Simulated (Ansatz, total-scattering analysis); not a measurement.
**formic acid: neutron weights and totals by hand**

A simulated model of formic acid at 310 K, fixed volume (mean pressure 1.0 GPa), from ab initio molecular dynamics with Ansatz (PBE, plane waves, PAW default files, Langevin thermostat, no spin, fixed volume, H with the mass of D). The average runs over 0.58 ps of 90 atoms, so shells between rare elements are rough. Mean temperature 310 K, largest m.s.d. 0.61 Å², energy drift -1 meV an atom (last third less first, no steady trend), Langevin friction 10 ps⁻¹; the first quarter of the run is discarded. Start: last frame of a classical run of this cell at the same density and temperature. So short a stretch relaxes bonds and nearest shells but still remembers its start. It is a liquid that moves slowly on the time of the run as far as so short a run tells. Atom fractions O 0.4000, C 0.2000, H 0.4000; masses O 15.999, C 12.011, H 1.008 u; density 1.2200 g/cm³; coherent lengths O 5.8037, C 6.6472, H 6.6681 fm (H as D). Faber–Ziman partials at a few Q:

| Q (Å⁻¹) | S O–O | S O–C | S O–H | S H–H | S C–H | S C–C |
| --- | --- | --- | --- | --- | --- | --- |
| 1.80 | 0.654 | 3.486 | 1.658 | 0.681 | 2.393 | 3.521 |
| 3.80 | 0.932 | 0.377 | 1.046 | 0.863 | 0.877 | 1.040 |
| 4.00 | 1.036 | 0.564 | 1.051 | 0.848 | 0.753 | 0.998 |

The pair function g(OO), r in Å, every 0.06 Å up to its first minimum: 2.13 0.03, 2.19 1.14, 2.25 4.49, 2.31 2.50, 2.37 0.17, 2.43 0.05.

**Tasks.** (a) The number density. (b) The neutron weights. (c) The neutron S(Q) at the listed Q. (d) The number of O around O.

(a) The mean mass is 0.4000×15.999 + 0.2000×12.011 + 0.4000×1.008 = 9.205 u, so ρ₀ = 1.2200/(9.205 × 1.66054) = 0.07982 Å⁻³.

(b) ⟨b⟩ = 0.4000×5.8037 + 0.2000×6.6472 + 0.4000×6.6681 = 6.318 fm. The weight of a pair is ci cj bi bj (2 − δij)/⟨b⟩²: O–O 0.135, O–C 0.155, O–H 0.310, H–H 0.178, C–H 0.178, C–C 0.044; they sum to 1.000.

(c) S = 1 + Σ w (Sij − 1). At 1.80 Å⁻¹: 1 − 0.047 + 0.384 + 0.204 − 0.057 + 0.247 + 0.112 = 1.843; O–C pushes up most; H–H pulls down most. At 3.80 Å⁻¹: 1 − 0.009 − 0.096 + 0.014 − 0.024 − 0.022 + 0.002 = 0.865; O–H pushes up most; O–C pulls down most. At 4.00 Å⁻¹: 1 + 0.005 − 0.067 + 0.016 − 0.027 − 0.044 − 0.000 = 0.883; O–H pushes up most; O–C pulls down most.

(d) n = 4πρ₀ c(O) Σ r² g Δr. The sum Σ r² g over the listed points is 42.9 Å², so n = 4π × 0.07982 × 0.4000 × 42.9 × 0.06 = 1.03; counting pairs in the frames up to 2.46 Å gives 1.01; the coarse grid and the factor (N − 1)/N for like atoms account for the difference.
